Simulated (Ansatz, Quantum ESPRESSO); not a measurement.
# Complex bands of LiH, rock salt type, lattice constant set to 4.08 Å, part 2 of 3

Wanted: the complex band structure of LiH, rock salt type, lattice constant set to 4.08 Å, as for a tunnel barrier.

Quantum ESPRESSO 7.5; plane-wave DFT, PBE, SG15 norm-conserving pseudopotentials; cross-check by Ansatz 0.2.0 with PAW datasets.

So far. Step 2 (SCF with pw.x): The run needed 7 iterations to bring the estimated error under 1e-09 Ry.

## (3) Complex band structure

Level of this step: complex band structure by pwcond; plane-wave DFT, PBE, SG15 norm-conserving pseudopotentials (Quantum ESPRESSO).

ikind = 0 solves one period of the crystal for all kz, real and complex, at each energy and k across. ewind and epsproj trim the two-dimensional plane-wave basis; nz1 sets the subslabs.

cbs.in

```
&inputcond
  outdir = './out'
  prefixl = 'scf'
  band_file = 'cbs'
  ikind = 0
  ewind = 4.0
  epsproj = 1e-05
  nz1 = 7
  energy0 = 6.9
  denergy = -0.23
/
4
  0.00000000 0.00000000 1.00000000
  0.50000000 0.00000000 1.00000000
  0.50000000 0.50000000 1.00000000
  0.25000000 0.00000000 1.00000000
40
```

Launch:

```sh
$ OMP_NUM_THREADS=1 mpirun -n 2 pwcond.x -in cbs.in > cbs.out
```

Log:

```text
[banner, memory and clock lines left out]
Program PWCOND v.7.5 starts

          URL

     ./out/scf.save/

     IMPORTANT: XC functional enforced from input :
     Exchange-correlation= PBE
                           (   1   4   3   4   0   0   0)
     Any further DFT definition will be discarded
     Please, verify this is what you really want

     Reading collected, re-writing distributed wavefunctions

===== INPUT FILE containing the left lead =====

     GEOMETRY:

     lattice parameter (alat)  =       5.4519  a.u.
     the volume                =     229.1644 (a.u.)^3
     the cross section         =      29.7227 (a.u.)^2
     l of the unit cell        =       1.4142 (alat)
     number of atoms/cell      =            4
     number of atomic types    =            2

     crystal axes: (cart. coord. in units of alat)
               a(1) = (  1.0000  0.0000  0.0000 )
               a(2) = (  0.0000  1.0000  0.0000 )
               a(3) = (  0.0000  0.0000  1.4142 )

   Cartesian axes

     site n.     atom                  positions (alat units)
          1        Li     tau(  1)=(  0.0000  0.0000  1.4142  )
          2        H      tau(  2)=(  0.5000  0.5000  1.4142  )
          3        Li     tau(  3)=(  0.5000  0.5000  0.7071  )
          4        H      tau(  4)=(  0.0000  0.0000  0.7071  )

     nr1s                      =           27
     nr2s                      =           27
     nr3s                      =           40
     nr1sx                     =           27
     nr2sx                     =           27
     nr3sx                     =           40
     nr1                       =           27
     nr2                       =           27
     nr3                       =           40
     nr1x                      =           27
     nr2x                      =           27
     nr3x                      =           40

 _______________________________
  Radii of nonlocal spheres:

     type       ibeta     ang. mom.          radius (alat units)
       Li         1         0                    0.3155
       Li         2         0                    0.3173
       Li         3         1                    0.2586
       Li         4         1                    0.2641
       H          1         0                    0.2018
       H          2         0                    0.2054
----- General information -----

----- Complex band structure calculation -----

     nrx                       =           27
     nry                       =           27
     nz1                       =            7

     energy0               =         6.9E+00
     denergy               =        -2.3E-01
     nenergy               =         40
     ecut2d                =         6.0E+01
     ewind                 =         4.0E+00
     epsproj               =         1.0E-05

     number of k_|| points=    4
                       cryst. coord.
        k(    1) = (   0.0000000   0.0000000), wk =   0.2500000
        k(    2) = (   0.5000000   0.0000000), wk =   0.2500000
        k(    3) = (   0.5000000   0.5000000), wk =   0.2500000
        k(    4) = (   0.2500000   0.0000000), wk =   0.2500000
----- Information about left lead -----

     nocros                   =           10
     noins                    =           10
     norb                     =           30
     norbf                    =           30
     nrz                      =           40

      iorb      type   ibeta   ang. mom.   m       position (alat)
        1        1       1        0        1   taunew(   1)=(  0.0000  0.0000  0.0000)
        2        1       2        0        1   taunew(   2)=(  0.0000  0.0000  0.0000)
        3        1       3        1        1   taunew(   3)=(  0.0000  0.0000  0.0000)
        4        1       3        1        2   taunew(   4)=(  0.0000  0.0000  0.0000)
        5        1       3        1        3   taunew(   5)=(  0.0000  0.0000  0.0000)
        6        1       4        1        1   taunew(   6)=(  0.0000  0.0000  0.0000)
        7        1       4        1        2   taunew(   7)=(  0.0000  0.0000  0.0000)
        8        1       4        1        3   taunew(   8)=(  0.0000  0.0000  0.0000)
        9        2       1        0        1   taunew(   9)=(  0.5000  0.5000  0.0000)
       10        2       2        0        1   taunew(  10)=(  0.5000  0.5000  0.0000)
       11        1       1        0        1   taunew(  11)=(  0.5000  0.5000  0.7071)
       12        1       2        0        1   taunew(  12)=(  0.5000  0.5000  0.7071)
       13        1       3        1        1   taunew(  13)=(  0.5000  0.5000  0.7071)
       14        1       3        1        2   taunew(  14)=(  0.5000  0.5000  0.7071)
       15        1       3        1        3   taunew(  15)=(  0.5000  0.5000  0.7071)
       16        1       4        1        1   taunew(  16)=(  0.5000  0.5000  0.7071)
       17        1       4        1        2   taunew(  17)=(  0.5000  0.5000  0.7071)
       18        1       4        1        3   taunew(  18)=(  0.5000  0.5000  0.7071)
       19        2       1        0        1   taunew(  19)=(  0.0000  0.0000  0.7071)
       20        2       2        0        1   taunew(  20)=(  0.0000  0.0000  0.7071)
       21        1       1        0        1   taunew(  21)=(  0.0000  0.0000  1.4142)
       22        1       2        0        1   taunew(  22)=(  0.0000  0.0000  1.4142)
       23        1       3        1        1   taunew(  23)=(  0.0000  0.0000  1.4142)
       24        1       3        1        2   taunew(  24)=(  0.0000  0.0000  1.4142)
       25        1       3        1        3   taunew(  25)=(  0.0000  0.0000  1.4142)
       26        1       4        1        1   taunew(  26)=(  0.0000  0.0000  1.4142)
       27        1       4        1        2   taunew(  27)=(  0.0000  0.0000  1.4142)
       28        1       4        1        3   taunew(  28)=(  0.0000  0.0000  1.4142)
       29        2       1        0        1   taunew(  29)=(  0.5000  0.5000  1.4142)
       30        2       2        0        1   taunew(  30)=(  0.5000  0.5000  1.4142)
    k slab    z(k)  z(k+1)     crossing(iorb=1,norb)
    1   0.0000 0.0354 0.0354   111111111100000000000000000000
    2   0.0354 0.0707 0.0354   111111111100000000000000000000
    3   0.0707 0.1061 0.0354   111111111100000000000000000000
    4   0.1061 0.1414 0.0354   111111111100000000000000000000
    5   0.1414 0.1768 0.0354   111111111100000000000000000000
    6   0.1768 0.2121 0.0354   111111111100000000000000000000
    7   0.2121 0.2475 0.0354   111111110000000000000000000000
    8   0.2475 0.2828 0.0354   111111110000000000000000000000
    9   0.2828 0.3182 0.0354   110000000000000000000000000000
   10   0.3182 0.3536 0.0354   000000000000000000000000000000
   11   0.3536 0.3889 0.0354   000000000000000000000000000000
   12   0.3889 0.4243 0.0354   000000000011000000000000000000
   13   0.4243 0.4596 0.0354   000000000011111111000000000000
   14   0.4596 0.4950 0.0354   000000000011111111000000000000
   15   0.4950 0.5303 0.0354   000000000011111111110000000000
   16   0.5303 0.5657 0.0354   000000000011111111110000000000
   17   0.5657 0.6010 0.0354   000000000011111111110000000000
   18   0.6010 0.6364 0.0354   000000000011111111110000000000
   19   0.6364 0.6718 0.0354   000000000011111111110000000000
   20   0.6718 0.7071 0.0354   000000000011111111110000000000
   21   0.7071 0.7425 0.0354   000000000011111111110000000000
   22   0.7425 0.7778 0.0354   000000000011111111110000000000
   23   0.7778 0.8132 0.0354   000000000011111111110000000000
   24   0.8132 0.8485 0.0354   000000000011111111110000000000
   25   0.8485 0.8839 0.0354   000000000011111111110000000000
   26   0.8839 0.9192 0.0354   000000000011111111110000000000
   27   0.9192 0.9546 0.0354   000000000011111111000000000000
   28   0.9546 0.9899 0.0354   000000000011111111000000000000
   29   0.9899 1.0253 0.0354   000000000011000000000000000000
   30   1.0253 1.0607 0.0354   000000000000000000000000000000
   31   1.0607 1.0960 0.0354   000000000000000000000000000000
   32   1.0960 1.1314 0.0354   000000000000000000001100000000
   33   1.1314 1.1667 0.0354   000000000000000000001111111100
   34   1.1667 1.2021 0.0354   000000000000000000001111111100
   35   1.2021 1.2374 0.0354   000000000000000000001111111111
   36   1.2374 1.2728 0.0354   000000000000000000001111111111
   37   1.2728 1.3081 0.0354   000000000000000000001111111111
   38   1.3081 1.3435 0.0354   000000000000000000001111111111
   39   1.3435 1.3789 0.0354   000000000000000000001111111111
   40   1.3789 1.4142 0.0354   000000000000000000001111111111
 ngper, shell number =          145          23
 ngper, n2d =          145          48
---  E-Ef =    6.9000000  k =    0.0000000   0.0000000
---  ie =          1  ik =          1
 Nchannels of the left tip =            1
 Right moving states:
   k1(2pi/a)   k2(2pi/a)   E-Ef (eV)
   0.3177272  -0.0000000   6.9000000
 Left moving states:
   k1(2pi/a)   k2(2pi/a)   E-Ef (eV)
  -0.3177272   0.0000000   6.9000000

---  E-Ef =    6.6700000  k =    0.0000000   0.0000000
---  ie =          2  ik =          1
 Nchannels of the left tip =            1
 Right moving states:
   k1(2pi/a)   k2(2pi/a)   E-Ef (eV)
   0.3042515  -0.0000000   6.6700000
 Left moving states:
   k1(2pi/a)   k2(2pi/a)   E-Ef (eV)
  -0.3042515   0.0000000   6.6700000
[... further energies and points left out ...]
---  E-Ef =   -1.8400000  k =    0.2500000   0.0000000
---  ie =         39  ik =          4
 Nchannels of the left tip =            1
 Right moving states:
   k1(2pi/a)   k2(2pi/a)   E-Ef (eV)
  -0.2812576  -0.0000000  -1.8400000
 Left moving states:
   k1(2pi/a)   k2(2pi/a)   E-Ef (eV)
   0.2812576   0.0000000  -1.8400000

---  E-Ef =   -2.0700000  k =    0.2500000   0.0000000
---  ie =         40  ik =          4
 Nchannels of the left tip =            1
 Right moving states:
   k1(2pi/a)   k2(2pi/a)   E-Ef (eV)
  -0.3151689  -0.0000000  -2.0700000
 Left moving states:
   k1(2pi/a)   k2(2pi/a)   E-Ef (eV)
   0.3151689   0.0000000  -2.0700000

Note: The following floating-point exceptions are signalling: IEEE_UNDERFLOW_FLAG
Note: The following floating-point exceptions are signalling: IEEE_UNDERFLOW_FLAG
```

It took 28 s on 2 MPI ranks of Arm Neoverse N1, shared host; peak memory 0.09 GiB; 53 s of CPU time.

Numbers from this step:

```
peak of the smallest κ at the zone centre : 0.166 Å⁻¹
energy of the peak at the zone centre     : 1.38 eV
peak of the smallest κ at (1/4, 0)        : 0.301 Å⁻¹
```

K across = (0, 0) in the cell's reciprocal vectors; values within 0.0025 1/Å of each other count once, columns are sorted by size at each energy, a dash where no further value was kept. Im kz of the slowest decaying states against energy, zero at the highest filled level of the SCF mesh:

```csv
energy (eV),decay 1 (Å⁻¹),decay 2 (Å⁻¹),decay 3 (Å⁻¹)
-2.07,1.84,2.00,2.03
-1.84,1.82,1.99,2.02
-1.38,1.79,1.97,1.99
-1.15,1.77,1.96,1.97
-0.92,1.75,1.95,1.96
-0.46,1.72,1.93,1.93
-0.23,1.70,1.91,1.92
0.00,0.008,1.68,1.90
0.46,0.125,1.65,1.86
0.69,0.144,1.63,1.85
0.92,0.156,1.61,1.83
1.38,0.166,1.57,1.80
1.61,0.165,1.55,1.78
1.84,0.16,1.53,1.76
2.30,0.138,1.49,1.73
2.53,0.118,1.47,1.71
2.99,0.034,1.43,1.68
3.22,1.41,1.66,1.76
3.45,1.38,1.64,1.75
3.91,1.34,1.60,1.72
4.14,1.32,1.58,1.71
4.37,1.29,1.56,1.70
4.83,1.24,1.52,1.67
5.06,1.22,1.50,1.66
5.29,1.19,1.48,1.65
5.75,1.14,1.44,1.62
5.98,1.11,1.42,1.60
6.21,1.09,1.4,1.59
6.67,1.03,1.36,1.56
6.90,0.997,1.33,1.55
```

K across = (0, 0) in the cell's reciprocal vectors. Table of Re kz of states that move upwards, channel 1 by energy, zero at the highest filled level of the SCF mesh:

```csv
energy (eV),"Re kz of states that move upwards, channel 1 (Å⁻¹)"
-2.07,-0.428
-1.84,-0.388
-1.61,-0.349
-1.38,-0.310
-1.15,-0.272
-0.92,-0.233
-0.69,-0.194
-0.46,-0.151
-0.23,-0.102
0.00,-
0.46,-
0.69,-
0.92,-
1.15,-
1.38,-
1.61,-
1.84,-
2.07,-
2.30,-
2.53,-
2.76,-
2.99,-
3.22,0.0817
3.45,0.124
3.68,0.158
3.91,0.188
4.14,0.216
4.37,0.243
4.83,0.292
5.06,0.316
5.29,0.339
5.52,0.361
5.75,0.383
5.98,0.405
6.21,0.426
6.44,0.448
6.67,0.469
6.90,0.489
```

K across = (1/2, 0) in the cell's reciprocal vectors; values within 0.0025 1/Å of each other count once, columns are sorted by size at each energy, a dash where no further value was kept. Table of Im kz of the slowest decaying states by energy, zero at the highest filled level of the SCF mesh:

```csv
energy (eV),decay 1 (Å⁻¹),decay 2 (Å⁻¹),decay 3 (Å⁻¹)
-2.07,0.766,1.48,-
-1.61,0.876,1.49,1.49
-1.15,0.909,1.49,-
-0.69,0.911,1.50,-
-0.46,0.906,1.50,-
0.00,0.886,1.50,-
0.46,0.857,1.49,-
0.92,0.821,1.49,-
1.38,0.779,1.48,-
1.84,0.731,1.47,-
2.30,0.676,1.46,-
2.53,0.646,1.46,-
2.99,0.58,1.44,-
3.45,0.503,1.43,-
3.91,0.41,1.42,-
4.37,0.284,1.40,-
4.83,1.38,1.66,2.66
5.29,1.36,1.62,2.64
5.52,1.35,1.60,2.63
5.98,1.33,1.56,2.60
6.44,1.31,1.52,2.58
6.90,1.28,1.48,2.56
```

K across = (1/2, 1/2) in the cell's reciprocal vectors; values within 0.0025 1/Å of each other count once, columns are sorted by size at each energy, a dash where no further value was kept. Table of Im kz of the slowest decaying states by energy, zero at the highest filled level of the SCF mesh:

```csv
energy (eV),decay 1 (Å⁻¹),decay 2 (Å⁻¹),decay 3 (Å⁻¹)
-2.07,0.991,1.16,2.81
-1.61,0.904,1.11,2.79
-1.15,0.792,1.05,2.77
-0.69,0.626,0.995,2.74
-0.46,0.489,0.963,2.73
0.00,0.018,0.047,0.898
0.46,0.557,0.56,0.827
0.92,0.681,0.749,2.65
1.38,0.663,0.747,2.63
1.84,0.563,0.787,2.60
2.30,0.44,0.813,2.58
2.53,0.364,0.821,0.824
2.99,0.098,0.833,2.54
3.45,0.839,2.51,-
3.91,0.839,2.48,-
4.37,0.834,0.837,2.45
4.83,0.826,0.829,2.42
5.29,0.815,2.39,-
5.52,0.807,0.81,2.38
5.98,0.79,0.793,2.35
6.44,0.77,2.32,-
6.90,0.745,0.748,2.28
```

K across = (1/4, 0) in the cell's reciprocal vectors; values within 0.0025 1/Å of each other count once, columns are sorted by size at each energy, a dash where no further value was kept. The Im kz of the slowest decaying states by energy, zero at the highest filled level of the SCF mesh:

```csv
energy (eV),decay 1 (Å⁻¹),decay 2 (Å⁻¹),decay 3 (Å⁻¹)
-2.07,1.55,1.84,1.92
-1.84,1.53,1.83,1.90
-1.61,1.51,1.82,1.89
-1.38,1.49,1.81,1.87
-1.15,1.47,1.81,1.85
-0.92,1.44,1.80,1.84
-0.69,1.42,1.79,1.82
-0.46,0.032,1.40,1.78
-0.23,0.142,1.37,1.77
0.00,0.191,1.35,1.76
0.46,0.249,1.29,1.74
0.69,0.268,1.27,1.72
0.92,0.281,1.24,1.7
1.15,0.291,1.22,1.68
1.38,0.297,1.19,1.66
1.61,0.301,1.16,1.65
1.84,0.301,1.13,1.63
2.07,0.299,1.10,1.61
2.30,0.294,1.07,1.59
2.53,0.286,1.03,1.57
2.76,0.275,1.00,1.55
2.99,0.26,0.968,1.53
3.22,0.24,0.933,1.51
3.45,0.215,0.897,1.49
3.68,0.181,0.86,1.47
3.91,0.132,0.822,1.45
4.14,0.782,1.43,1.56
4.37,0.742,1.40,1.55
4.83,0.658,1.36,1.52
5.06,0.615,1.34,1.51
5.29,0.572,1.31,1.49
5.52,0.528,1.29,1.48
5.75,0.484,1.27,1.47
5.98,0.441,1.24,1.45
6.21,0.396,1.22,1.44
6.44,0.35,1.19,1.43
6.67,0.301,1.16,1.41
6.90,0.246,1.14,1.40
```

## (4) Complex bands with pwcond.x, with ewind = 6.0 and epsproj = 1e-07

How much does a setting matter? One run is repeated with a change.

cbs.w.in, as its differences from the input of step 3:

```diff
@@ -3,6 +3,6 @@
   prefixl = 'scf'
-  band_file = 'cbs'
+  band_file = 'cbs.w'
   ikind = 0
-  ewind = 4.0
-  epsproj = 1e-05
+  ewind = 6.0
+  epsproj = 1e-07
   nz1 = 7
```

Launch:

```sh
$ OMP_NUM_THREADS=1 mpirun -n 2 pwcond.x -in cbs.w.in > cbs.w.out
```

Log:

```text
[banner, memory and clock lines left out]
Program PWCOND v.7.5 starts
[citation notice left out]

[...]
./out/scf.save/

     IMPORTANT: XC functional enforced from input :
     Exchange-correlation= PBE
                           (   1   4   3   4   0   0   0)
     Any further DFT definition will be discarded
     Please, verify this is what you really want

     Reading collected, re-writing distributed wavefunctions

===== INPUT FILE containing the left lead =====

     GEOMETRY:

     lattice parameter (alat)  =       5.4519  a.u.
     the volume                =     229.1644 (a.u.)^3
     the cross section         =      29.7227 (a.u.)^2
     l of the unit cell        =       1.4142 (alat)
     number of atoms/cell      =            4
     number of atomic types    =            2

     crystal axes: (cart. coord. in units of alat)
               a(1) = (  1.0000  0.0000  0.0000 )
               a(2) = (  0.0000  1.0000  0.0000 )
               a(3) = (  0.0000  0.0000  1.4142 )

   Cartesian axes

     site n.     atom                  positions (alat units)
          1        Li     tau(  1)=(  0.0000  0.0000  1.4142  )
          2        H      tau(  2)=(  0.5000  0.5000  1.4142  )
          3        Li     tau(  3)=(  0.5000  0.5000  0.7071  )
          4        H      tau(  4)=(  0.0000  0.0000  0.7071  )

     nr1s                      =           27
     nr2s                      =           27
     nr3s                      =           40
     nr1sx                     =           27
     nr2sx                     =           27
     nr3sx                     =           40
     nr1                       =           27
     nr2                       =           27
     nr3                       =           40
     nr1x                      =           27
     nr2x                      =           27
     nr3x                      =           40

 _______________________________
  Radii of nonlocal spheres:

     type       ibeta     ang. mom.          radius (alat units)
       Li         1         0                    0.3155
       Li         2         0                    0.3173
       Li         3         1                    0.2586
       Li         4         1                    0.2641
       H          1         0                    0.2018
       H          2         0                    0.2054
----- General information -----

----- Complex band structure calculation -----

     nrx                       =           27
     nry                       =           27
     nz1                       =            7

     energy0               =         6.9E+00
     denergy               =        -2.3E-01
     nenergy               =         40
     ecut2d                =         6.0E+01
     ewind                 =         6.0E+00
     epsproj               =         1.0E-07

     number of k_|| points=    4
                       cryst. coord.
        k(    1) = (   0.0000000   0.0000000), wk =   0.2500000
        k(    2) = (   0.5000000   0.0000000), wk =   0.2500000
        k(    3) = (   0.5000000   0.5000000), wk =   0.2500000
        k(    4) = (   0.2500000   0.0000000), wk =   0.2500000
----- Information about left lead -----

     nocros                   =           10
     noins                    =           10
     norb                     =           30
     norbf                    =           30
     nrz                      =           40

      iorb      type   ibeta   ang. mom.   m       position (alat)
        1        1       1        0        1   taunew(   1)=(  0.0000  0.0000  0.0000)
        2        1       2        0        1   taunew(   2)=(  0.0000  0.0000  0.0000)
[...]
30        2       2        0        1   taunew(  30)=(  0.5000  0.5000  1.4142)
    k slab    z(k)  z(k+1)     crossing(iorb=1,norb)
    1   0.0000 0.0354 0.0354   111111111100000000000000000000
    2   0.0354 0.0707 0.0354   111111111100000000000000000000
[...]
40   1.3789 1.4142 0.0354   000000000000000000001111111111
 ngper, shell number =          145          23
 ngper, n2d =          145         125
---  E-Ef =    6.9000000  k =    0.0000000   0.0000000
---  ie =          1  ik =          1
 Nchannels of the left tip =            1
 Right moving states:
   k1(2pi/a)   k2(2pi/a)   E-Ef (eV)
   0.3177480   0.0000000   6.9000000
 Left moving states:
   k1(2pi/a)   k2(2pi/a)   E-Ef (eV)
  -0.3177480  -0.0000000   6.9000000

---  E-Ef =    6.6700000  k =    0.0000000   0.0000000
---  ie =          2  ik =          1
 Nchannels of the left tip =            1
 Right moving states:
   k1(2pi/a)   k2(2pi/a)   E-Ef (eV)
   0.3042704   0.0000000   6.6700000
 Left moving states:
   k1(2pi/a)   k2(2pi/a)   E-Ef (eV)
  -0.3042704  -0.0000000   6.6700000
[... further energies and points left out ...]
---  E-Ef =   -1.8400000  k =    0.2500000   0.0000000
---  ie =         39  ik =          4
 Nchannels of the left tip =            1
 Right moving states:
   k1(2pi/a)   k2(2pi/a)   E-Ef (eV)
  -0.2811125  -0.0000000  -1.8400000
 Left moving states:
   k1(2pi/a)   k2(2pi/a)   E-Ef (eV)
   0.2811125   0.0000000  -1.8400000

---  E-Ef =   -2.0700000  k =    0.2500000   0.0000000
---  ie =         40  ik =          4
 Nchannels of the left tip =            1
 Right moving states:
   k1(2pi/a)   k2(2pi/a)   E-Ef (eV)
  -0.3150103  -0.0000000  -2.0700000
 Left moving states:
   k1(2pi/a)   k2(2pi/a)   E-Ef (eV)
   0.3150103   0.0000000  -2.0700000

[...]
```

Wall time 3.1 min (2 MPI ranks); peak memory 0.11 GiB; 5.9 min of CPU time.

Beside the run it was changed from:

```csv
quantity,this run,unchanged run,difference
peak of the smallest κ at the zone centre (Å⁻¹),0.166,0.166,0
wall time (s),185,28,
```

The physical values in this table stay within 0.05 %.

(Continued in part 3 of 3.)

[Logs are printed without paths, hosts, clocks, repeated set-up lines and the standing remarks that a program may print on its own settings, such as how far it seeks lower states.]

[Hosts, paths, dates, database ids (printed as entryN), source tags and the programs' standing remarks are cut or masked in the printed files.]

[Maps of the electrostatic potential energy from Ansatz leave out the sawtooth potential of an applied field or a dipole correction, so their vacuum need not be flat; planar profiles and work functions include it.]
